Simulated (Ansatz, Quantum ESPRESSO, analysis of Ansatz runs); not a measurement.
# Migration in Li2ZnCl4 (Fd-3m): V_Cl hop (3.6 Å), charge +1

How high is the barrier when Cl changes place in Li2ZnCl4 (Fd-3m)? The case: V_Cl hop (3.6 Å), charge +1, in a cell of 56 host atoms with 1 Cl taken out.

Method: plane-wave PAW DFT, PBEsol; nudged elastic band between two relaxed defect structures at fixed charge in a uniform background, in Ansatz 0.2.0.

Report form: the programs' logs are mostly left out.

### Step 1. Set-up

The cell holds 55 atoms: 16 Li, 8 Zn and 31 Cl. Cell: a = 10.231 Å, b = 10.231 Å, c = 10.231 Å, α = 90.0°, β = 90.0°, γ = 90.0°. It derives from Li2ZnCl4 (space group Fd-3m). Nearest the centre at fractional (0.253, 0.625, 0.497): Li6 at 1.76 Å, Cl45 at 1.81 Å, Zn22 at 2.89 Å, Zn18 at 2.89 Å, Cl29 at 3.08 Å, Cl32 at 3.08 Å, Li14 at 3.13 Å, Li1 at 3.13 Å. The cell carries charge +1.

The cell's shortest repeat is 10.2 Å.

### Step 2. Relaxation of the start point, charge +1

A barrier is counted from a minimum, so both ends are relaxed first. Small random displacements break the symmetry of the ideal sites, so that the defect can distort if it gains by it. The charge of +1 is set by the electron count, and a uniform background keeps the cell neutral.

Contents of qp1.start/input.yaml:

```yaml
crystal:
  lattice:
    - [10.2311792, 0.0, 0.0]
    - [0.0, 10.2311792, 0.0]
    - [0.0, 0.0, 10.2311792]
  atoms:
    - { symbol: Li, position: [0.375, 0.375, 0.625] }
    - { symbol: Li, position: [0.375, 0.875, 0.125] }
    - { symbol: Li, position: [0.875, 0.375, 0.125] }
    - { symbol: Li, position: [0.875, 0.875, 0.625] }
    - { symbol: Li, position: [0.375, 0.125, 0.875] }
    - { symbol: Li, position: [0.375, 0.625, 0.375] }
    - { symbol: Li, position: [0.875, 0.125, 0.375] }
    - { symbol: Li, position: [0.875, 0.625, 0.875] }
[... 43 atom lines left out ...]
    - { symbol: Cl, position: [0.12163131, 0.12163131, 0.37836869] }
    - { symbol: Cl, position: [0.12163131, 0.62163131, 0.87836869] }
    - { symbol: Cl, position: [0.62163131, 0.12163131, 0.87836869] }
    - { symbol: Cl, position: [0.62163131, 0.62163131, 0.37836869] }
total_charge: 1
basis:
  ecutwfc: 420
  xc_grid: 2
hamiltonian:
  xc: pbesol
kpoints:
  mp_grid: { grid: [1, 1, 1], shift: [0.25, 0.25, 0.25] }
scf:
  occupations: { method: fixed }
  max_iter: 120
output:
  forces: true
relax:
  f_tol: 0.02
  max_steps: 70
  random_displacement: { amplitude: 0.03, seed: 1496 }
```

Command:

```sh
ansatz run input.yaml --threads 8 --pin off --max-ram 15073MiB --backend cpu --events-out ev --progress --plain --runs-dir out
```

The job ended after 46 s (8 threads of Arm Neoverse V1, shared host; peak memory 1.5 GiB; 5.5 min of CPU time).

Relaxation path:

```
step  energy less that of the first step (eV)  largest force component (eV/Å)
   1                                   0.0000                          1.3025
   2                                  -0.6831                          0.8629
   3                                  -0.9848                          0.3943
   4                                  -1.1246                          0.2238
   5                                  -1.1946                          0.0973
   6                                  -1.2136                          0.0188
   7                                  -1.2136                          0.0188
   8                                  -1.2147                          0.0192
```

The atoms that moved most (Å, from the sites as typed, ahead of the random displacement, the mean shift of all atoms taken out):

```csv
atom,dx,dy,dz,length
Zn22,-0.550,0.558,0.557,0.961
Li1,0.071,-0.322,-0.072,0.338
Li6,0.072,-0.072,-0.322,0.338
Li12,0.321,-0.071,-0.070,0.336
Cl39,0.131,0.012,0.013,0.132
Cl36,-0.011,-0.130,0.013,0.131
Cl37,-0.012,0.013,-0.130,0.131
Cl29,-0.002,-0.093,0.020,0.095
```

Neighbours of Cl45 at the end:

```csv
atom,distance (Å)
Zn18,2.278
Li10,2.498
Li6,2.526
Li14,2.531
Cl29,3.388
Cl32,3.542
Cl37,3.561
Cl41,3.576
Cl49,3.634
```

This step gave:

```yaml
free_energy: -62468.0232 eV
r_m_s_move_of_the_farther_half_of_the_atoms: 0.05617 Å
largest_move_from_the_ideal_geometry_of_this_structure_a_common_shift_of_the_far_atoms_taken_out: 0.9734 Å
```

The relaxation gained 1.215 eV and ended with a largest force component of 0.019 eV/Å.

### Step 3. Relaxation of the end point, charge +1

The end point is relaxed in the same cell and settings, so that the two energies compare. Atoms more than 3.2 Å from the middle of the hop start where the first relaxation left them, the nearer ones on or close to their ideal places, with small random displacements.

Contents of qp1.end/input.yaml:

```yaml
crystal:
  lattice:
    - [10.2311792, 0.0, 0.0]
    - [0.0, 10.2311792, 0.0]
    - [0.0, 0.0, 10.2311792]
  atoms:
    - { symbol: Li, position: [0.375, 0.375, 0.625] }
    - { symbol: Li, position: [0.37857194, 0.87916224, 0.13026734] }
[... 3 atom lines left out ...]
    - { symbol: Li, position: [0.375, 0.625, 0.375] }
[... 3 atom lines left out ...]
    - { symbol: Li, position: [0.12102965, 0.62151329, 0.13020008] }
[... 3 atom lines left out ...]
    - { symbol: Li, position: [0.125, 0.875, 0.375] }
[... 3 atom lines left out ...]
    - { symbol: Zn, position: [0.0, 0.5, 0.5] }
[... 3 atom lines left out ...]
    - { symbol: Zn, position: [0.25, 0.75, 0.75] }
[... 6 atom lines left out ...]
    - { symbol: Cl, position: [0.37163131, 0.87163131, 0.37163131] }
[... 2 atom lines left out ...]
    - { symbol: Cl, position: [0.37836869, 0.37836869, 0.37836869] }
[... 7 atom lines left out ...]
    - { symbol: Cl, position: [0.12836869, 0.37163131, 0.62836869] }
[... 4 atom lines left out ...]
    - { symbol: Cl, position: [0.378276, 0.621724, 0.621724] }
[... 3 atom lines left out ...]
    - { symbol: Cl, position: [0.12163131, 0.87836869, 0.62163131] }
[... 5 atom lines left out ...]
    - { symbol: Cl, position: [0.61957759, 0.62081769, 0.38028761] }
total_charge: 1
basis:
  ecutwfc: 420
  xc_grid: 2
hamiltonian:
  xc: pbesol
kpoints:
  mp_grid: { grid: [1, 1, 1], shift: [0.25, 0.25, 0.25] }
scf:
  occupations: { method: fixed }
  max_iter: 120
output:
  forces: true
relax:
  f_tol: 0.02
  max_steps: 70
  random_displacement: { amplitude: 0.01, seed: 1496 }
```

The job ended after 41 s (8 threads; peak memory 1.5 GiB).

The steps of the relaxation:

```
step  energy less that of the first step (eV)  largest force component (eV/Å)
   1                                   0.0000                          1.2259
   2                                  -0.7852                          0.8319
   3                                  -1.0951                          0.4222
   4                                  -1.2521                          0.2070
   5                                  -1.3291                          0.0901
   6                                  -1.3476                          0.0208
   7                                  -1.3489                          0.0125
```

The atoms that moved most (Å, from the sites as typed, ahead of the random displacement):

```csv
atom,dx,dy,dz,length
Zn18,-0.550,-0.556,0.541,0.951
Li10,0.118,0.101,-0.375,0.406
Li12,-0.373,0.103,0.108,0.402
Li6,0.327,0.068,-0.075,0.343
Li14,0.077,0.314,-0.076,0.332
Cl53,0.040,-0.012,-0.170,0.175
Cl39,-0.170,-0.005,0.030,0.172
Cl55,0.156,-0.009,-0.013,0.157
```

Neighbours of Cl45 at the end:

| atom | distance (Å) |
| --- | --- |
| Zn22 | 2.278 |
| Li12 | 2.499 |
| Li6 | 2.525 |
| Li1 | 2.530 |
| Cl32 | 3.390 |
| Cl29 | 3.543 |
| Cl55 | 3.561 |
| Cl50 | 3.576 |
| Cl40 | 3.631 |

Numbers from this step:

* free energy: -62468.0233 eV
* r.m.s. move of the farther half of the atoms: 0.05534 Å
* largest move from the ideal geometry of this structure, a common shift of the far atoms taken out: 0.9689 Å

The relaxation gained 1.349 eV and ended with a largest force component of 0.013 eV/Å. The end lies within 1 meV of the start.

### Step 4. Nudged elastic band, charge +1

5 movable images are laid between the ends on a pair-potential path, which keeps atoms from colliding in the first guess. Each image feels the true force across the path and a spring force along it. The highest image is set to climb to the top of the path.

This step: plane-wave PAW DFT, PBEsol; nudged elastic band between two relaxed defect structures at fixed charge in a uniform background.

Contents of qp1.neb/input.yaml:

```yaml
crystal:
  lattice:
    - [10.2311792, 0.0, 0.0]
    - [0.0, 10.2311792, 0.0]
    - [0.0, 0.0, 10.2311792]
  atoms:
    - { symbol: Li, position: [0.38202636, 0.3435763, 0.617733] }
    - { symbol: Li, position: [0.3783271, 0.87949287, 0.13047051] }
    - { symbol: Li, position: [0.87457331, 0.37647028, 0.12527526] }
    - { symbol: Li, position: [0.86928746, 0.87940666, 0.62164667] }
    - { symbol: Li, position: [0.37821463, 0.13056402, 0.8793891] }
    - { symbol: Li, position: [0.38213971, 0.61804769, 0.34335657] }
    - { symbol: Li, position: [0.87452786, 0.12566282, 0.37623665] }
    - { symbol: Li, position: [0.86933085, 0.62194573, 0.87900824] }
    - { symbol: Li, position: [0.12085892, 0.13058104, 0.62154663] }
    - { symbol: Li, position: [0.1207848, 0.62184392, 0.13040324] }
    - { symbol: Li, position: [0.62369996, 0.12584528, 0.12548526] }
    - { symbol: Li, position: [0.65642942, 0.61817381, 0.6179707] }
    - { symbol: Li, position: [0.1247521, 0.36584614, 0.87515369] }
    - { symbol: Li, position: [0.1247554, 0.87525937, 0.36572227] }
    - { symbol: Li, position: [0.62656419, 0.37373792, 0.37323979] }
    - { symbol: Li, position: [0.63390303, 0.87537059, 0.87516529] }
    - { symbol: Zn, position: [-0.00552113, 0.00483119, 0.00464685] }
    - { symbol: Zn, position: [0.0060068, 0.49755076, 0.49728717] }
    - { symbol: Zn, position: [0.50207778, -0.00634297, 0.4972675] }
    - { symbol: Zn, position: [0.50202728, 0.49747424, -0.00664636] }
    - { symbol: Zn, position: [0.25005943, 0.25165252, 0.25143815] }
    - { symbol: Zn, position: [0.1963228, 0.80459791, 0.80429116] }
    - { symbol: Zn, position: [0.7489843, 0.25164639, 0.75018054] }
    - { symbol: Zn, position: [0.74902927, 0.75052079, 0.25133956] }
    - { symbol: Cl, position: [0.37892129, 0.12397698, 0.12368253] }
    - { symbol: Cl, position: [0.87632931, 0.12375524, 0.62109206] }
    - { symbol: Cl, position: [0.87630673, 0.62141587, 0.12344889] }
    - { symbol: Cl, position: [0.37152338, 0.37362662, 0.86235756] }
    - { symbol: Cl, position: [0.371483, 0.86259634, 0.37337163] }
    - { symbol: Cl, position: [0.8729841, 0.37246704, 0.3722647] }
    - { symbol: Cl, position: [0.87631414, 0.87100398, 0.87085094] }
    - { symbol: Cl, position: [0.37945396, 0.38102201, 0.38074657] }
    - { symbol: Cl, position: [0.37941059, 0.88345942, 0.88307484] }
    - { symbol: Cl, position: [0.87953603, 0.37835663, 0.87769102] }
    - { symbol: Cl, position: [0.87956146, 0.87805785, 0.37802265] }
    - { symbol: Cl, position: [0.3706072, 0.11571589, 0.62946573] }
    - { symbol: Cl, position: [0.37057143, 0.6296903, 0.11551937] }
    - { symbol: Cl, position: [0.86891338, 0.13154959, 0.13129518] }
    - { symbol: Cl, position: [0.88448353, 0.6296521, 0.62946289] }
    - { symbol: Cl, position: [0.13728613, 0.37420337, 0.6281082] }
    - { symbol: Cl, position: [0.12869428, 0.87158983, 0.12306536] }
    - { symbol: Cl, position: [0.62736405, 0.37313905, 0.12667976] }
    - { symbol: Cl, position: [0.62609188, 0.86302187, 0.62805797] }
    - { symbol: Cl, position: [0.1287327, 0.12330939, 0.87133639] }
    - { symbol: Cl, position: [0.13735438, 0.62834954, 0.3738812] }
    - { symbol: Cl, position: [0.62739581, 0.12696041, 0.37284763] }
    - { symbol: Cl, position: [0.62611205, 0.62829769, 0.86270287] }
    - { symbol: Cl, position: [0.12241776, 0.37783201, 0.12069273] }
    - { symbol: Cl, position: [0.1170639, 0.88257233, 0.62113898] }
    - { symbol: Cl, position: [0.61931147, 0.3806797, 0.62090149] }
    - { symbol: Cl, position: [0.62216715, 0.87767039, 0.12071575] }
    - { symbol: Cl, position: [0.12235, 0.12094603, 0.37758859] }
    - { symbol: Cl, position: [0.11697192, 0.6215123, 0.88231] }
    - { symbol: Cl, position: [0.62205376, 0.12099117, 0.87738423] }
    - { symbol: Cl, position: [0.61933274, 0.62114832, 0.38049078] }
total_charge: 1
basis:
  ecutwfc: 420
  xc_grid: 2
hamiltonian:
  xc: pbesol
kpoints:
  mp_grid: { grid: [1, 1, 1], shift: [0.25, 0.25, 0.25] }
scf:
  occupations: { method: fixed }
  max_iter: 120
output:
  forces: true
neb:
  images: 5
  f_tol: 0.04
  climbing: true
  initial_path: idpp
  max_iterations: 45
  order_check: false
  final_atoms:
    - { symbol: Li, position: [0.38405278, 0.37504791, 0.62503518] }
    - { symbol: Li, position: [0.37627283, 0.87672525, 0.1234882] }
[... 3 atom lines left out ...]
    - { symbol: Li, position: [0.40608177, 0.63238428, 0.36788373] }
[... 3 atom lines left out ...]
    - { symbol: Li, position: [0.13165629, 0.63213837, 0.09371559] }
[... 3 atom lines left out ...]
    - { symbol: Li, position: [0.13166776, 0.90643677, 0.36780088] }
[... 3 atom lines left out ...]
    - { symbol: Zn, position: [-0.05469776, 0.44638545, 0.55304322] }
[... 3 atom lines left out ...]
    - { symbol: Zn, position: [0.25202276, 0.75252933, 0.74386203] }
[... 6 atom lines left out ...]
    - { symbol: Cl, position: [0.36892268, 0.86943466, 0.37047024] }
[... 2 atom lines left out ...]
    - { symbol: Cl, position: [0.37621893, 0.387442, 0.37843236] }
[... 7 atom lines left out ...]
    - { symbol: Cl, position: [0.12849489, 0.36794926, 0.63223501] }
[... 4 atom lines left out ...]
    - { symbol: Cl, position: [0.37564452, 0.62186249, 0.6125776] }
[... 3 atom lines left out ...]
    - { symbol: Cl, position: [0.12147707, 0.87618997, 0.61265077] }
[... 5 atom lines left out ...]
    - { symbol: Cl, position: [0.63396389, 0.6206743, 0.37924644] }
```

Run time: 8.7 min. Hardware: 8 threads; peak memory 6.4 GiB.

The path, image by image:

```csv
image,path (Å),energy (eV),"Cl45: x, y, z (Å)"
0,0.000,0.0000,"1.405, 6.429, 3.825"
1,0.876,0.2480,"1.702, 6.475, 4.404"
2,1.752,0.5959,"2.025, 6.433, 5.048"
3,2.628,0.6197,"2.458, 6.325, 5.588"
4,3.309,0.4590,"2.920, 6.302, 5.812"
5,3.991,0.1641,"3.422, 6.313, 6.048"
6,4.672,-0.0001,"3.843, 6.362, 6.267"
```

This step gave:

| Item | Value |
| --- | --- |
| free energy | -62467.4035 eV |
| barrier forward | 0.6197 eV |
| barrier backward | 0.6198 eV |
| end less start | -1.20e-4 eV |
| hop length | 3.451 Å |

Track of the atom that was set to move:

| image | x (Å) | y (Å) | z (Å) | nearest neighbour | distance (Å) |
| --- | --- | --- | --- | --- | --- |
| 0 | 1.405 | 6.429 | 3.825 | Zn | 2.278 |
| 1 | 1.702 | 6.475 | 4.404 | Zn | 2.255 |
| 2 | 2.025 | 6.433 | 5.048 | Zn | 2.303 |
| 3 | 2.458 | 6.325 | 5.588 | Zn | 2.341 |
| 4 | 2.92 | 6.302 | 5.812 | Zn | 2.265 |
| 5 | 3.422 | 6.313 | 6.048 | Zn | 2.26 |
| 6 | 3.843 | 6.362 | 6.267 | Zn | 2.278 |

The band met its tolerance of 0.04 eV/Å after 11 iterations, with image 3 on top (the start counts as 0). Cl45, which moves farthest between the ends, has 1 Zn at 2.28 Å and 3 Li at 2.50 to 2.53 Å nearest at the start and 1 Zn at 2.34 Å and 1 Li at 2.51 Å at the top.

### Step 5. Single point at the start point, PBEsol, denser k-mesh

Three single points on a mesh of more k-points (start, top, end) test the sampling. The start is shown; top and end are run alike.

This step: plane-wave PAW DFT, PBEsol; single point of a defect supercell on a structure of the PBEsol path.

Contents of qp1.start.mesh/input.yaml:

```yaml
crystal:
  lattice:
    - [10.2311792, 0.0, 0.0]
    - [0.0, 10.2311792, 0.0]
    - [0.0, 0.0, 10.2311792]
  atoms:
    - { symbol: Li, position: [0.38202636, 0.3435763, 0.617733] }
    - { symbol: Li, position: [0.3783271, 0.87949287, 0.13047051] }
[... 3 atom lines left out ...]
    - { symbol: Li, position: [0.38213971, 0.61804769, 0.34335657] }
[... 3 atom lines left out ...]
    - { symbol: Li, position: [0.1207848, 0.62184392, 0.13040324] }
[... 3 atom lines left out ...]
    - { symbol: Li, position: [0.1247554, 0.87525937, 0.36572227] }
[... 3 atom lines left out ...]
    - { symbol: Zn, position: [0.0060068, 0.49755076, 0.49728717] }
[... 3 atom lines left out ...]
    - { symbol: Zn, position: [0.1963228, 0.80459791, 0.80429116] }
[... 6 atom lines left out ...]
    - { symbol: Cl, position: [0.371483, 0.86259634, 0.37337163] }
[... 2 atom lines left out ...]
    - { symbol: Cl, position: [0.37945396, 0.38102201, 0.38074657] }
[... 7 atom lines left out ...]
    - { symbol: Cl, position: [0.13728613, 0.37420337, 0.6281082] }
[... 4 atom lines left out ...]
    - { symbol: Cl, position: [0.13735438, 0.62834954, 0.3738812] }
[... 3 atom lines left out ...]
    - { symbol: Cl, position: [0.1170639, 0.88257233, 0.62113898] }
[... 5 atom lines left out ...]
    - { symbol: Cl, position: [0.61933274, 0.62114832, 0.38049078] }
total_charge: 1
basis:
  ecutwfc: 420
  xc_grid: 2
hamiltonian:
  xc: pbesol
kpoints:
  mp_grid: { grid: [2, 2, 2], shift: [0.5, 0.5, 0.5] }
scf:
  occupations: { method: fixed }
  max_iter: 120
output:
  forces: true
  eigenvalues: true
checkpoint:
  write: "../qp1.start.mesh.run"
  compress: false
  write_wavefunctions: false
  write_every: 100000
```

Run time: 32 s. Hardware: 8 threads; peak memory 4.4 GiB.

Read from the output:

| Item | Value |
| --- | --- |
| free energy | -62468.0135 eV |

### Step 6. Barrier from single points, PBEsol, denser k-mesh

Analysis of the runs above: barrier from PBEsol single points on the PBEsol path.

It gives:

```yaml
barrier_forward: 0.6230 eV
barrier_backward: 0.6233 eV
end_less_start: -2.91e-4 eV
```

This gives 0.623 eV against the band's 0.620 eV (backward 0.623 against 0.620 eV). This mesh holds only the band's own point and its sign variants, so it tests the average over those and no finer sampling.

### Step 7. Single point at the start point, LDA

Three single points with LDA show how much the barrier depends on that choice; lattice and path are kept. The start is shown; top and end are run alike.

This step: plane-wave PAW DFT, LDA; single point of a defect supercell on a structure of the PBEsol path.

qp1.start.lda/input.yaml, as its differences from qp1.start.mesh/input.yaml of step 5:

```diff
@@ -35,5 +35,5 @@
 hamiltonian:
-  xc: pbesol
+  xc: lda
 kpoints:
-  mp_grid: { grid: [2, 2, 2], shift: [0.5, 0.5, 0.5] }
+  mp_grid: { grid: [1, 1, 1], shift: [0.25, 0.25, 0.25] }
 scf:
@@ -45,3 +45,3 @@
 checkpoint:
-  write: "../qp1.start.mesh.run"
+  write: "../qp1.start.lda.run"
   compress: false
```

It took 8.9 s on 8 threads; peak memory 1.5 GiB; 60 s of CPU time.

This step gave:

```
free energy : -61650.7944 eV
```

### Step 8. Barrier from single points, LDA

Analysis of the runs above: barrier from LDA single points on the PBEsol path.

It gives:

| Property | Result |
| --- | --- |
| barrier forward | 0.6295 eV |
| barrier backward | 0.6286 eV |
| end less start | 9.30e-4 eV |

This gives 0.629 eV against the band's 0.620 eV.

### Step 9. Single point at the start point, r2SCAN

Three single points with a meta-GGA, at its higher cutoff of 500 eV, show what it does to the barrier on the path found. The start is shown; top and end are run alike.

This step: plane-wave PAW DFT, r2SCAN; single point of a defect supercell on a structure of the PBEsol path.

qp1.start.r2scan/input.yaml, as its differences from qp1.start.lda/input.yaml of step 7:

```diff
@@ -32,6 +32,6 @@
 basis:
-  ecutwfc: 420
+  ecutwfc: 500
   xc_grid: 2
 hamiltonian:
-  xc: lda
+  xc: r2scan
 kpoints:
@@ -45,3 +45,3 @@
 checkpoint:
-  write: "../qp1.start.lda.run"
+  write: "../qp1.start.r2scan.run"
   compress: false
```

Elapsed: 18 s, on 8 threads; peak memory 2.3 GiB; 2 min of CPU time.

This step gave:

```yaml
free_energy: -63577.7603 eV
```

### Step 10. Barrier from single points, r2SCAN

Analysis of the runs above: barrier from r2SCAN single points on the PBEsol path.

It gives:

| Quantity | Value |
| --- | --- |
| barrier forward | 0.6637 eV |
| barrier backward | 0.6651 eV |
| end less start | -0.001380 eV |

This gives 0.664 eV against the band's 0.620 eV.

(Continued in part 2 of 2.)

[Logs are printed without paths, hosts, clocks, repeated set-up lines and the standing remarks that a program may print on its own settings, such as how far it seeks lower states.]

[Hosts, paths, dates, database ids (printed as entryN), source tags and the programs' standing remarks are cut or masked in the printed files.]
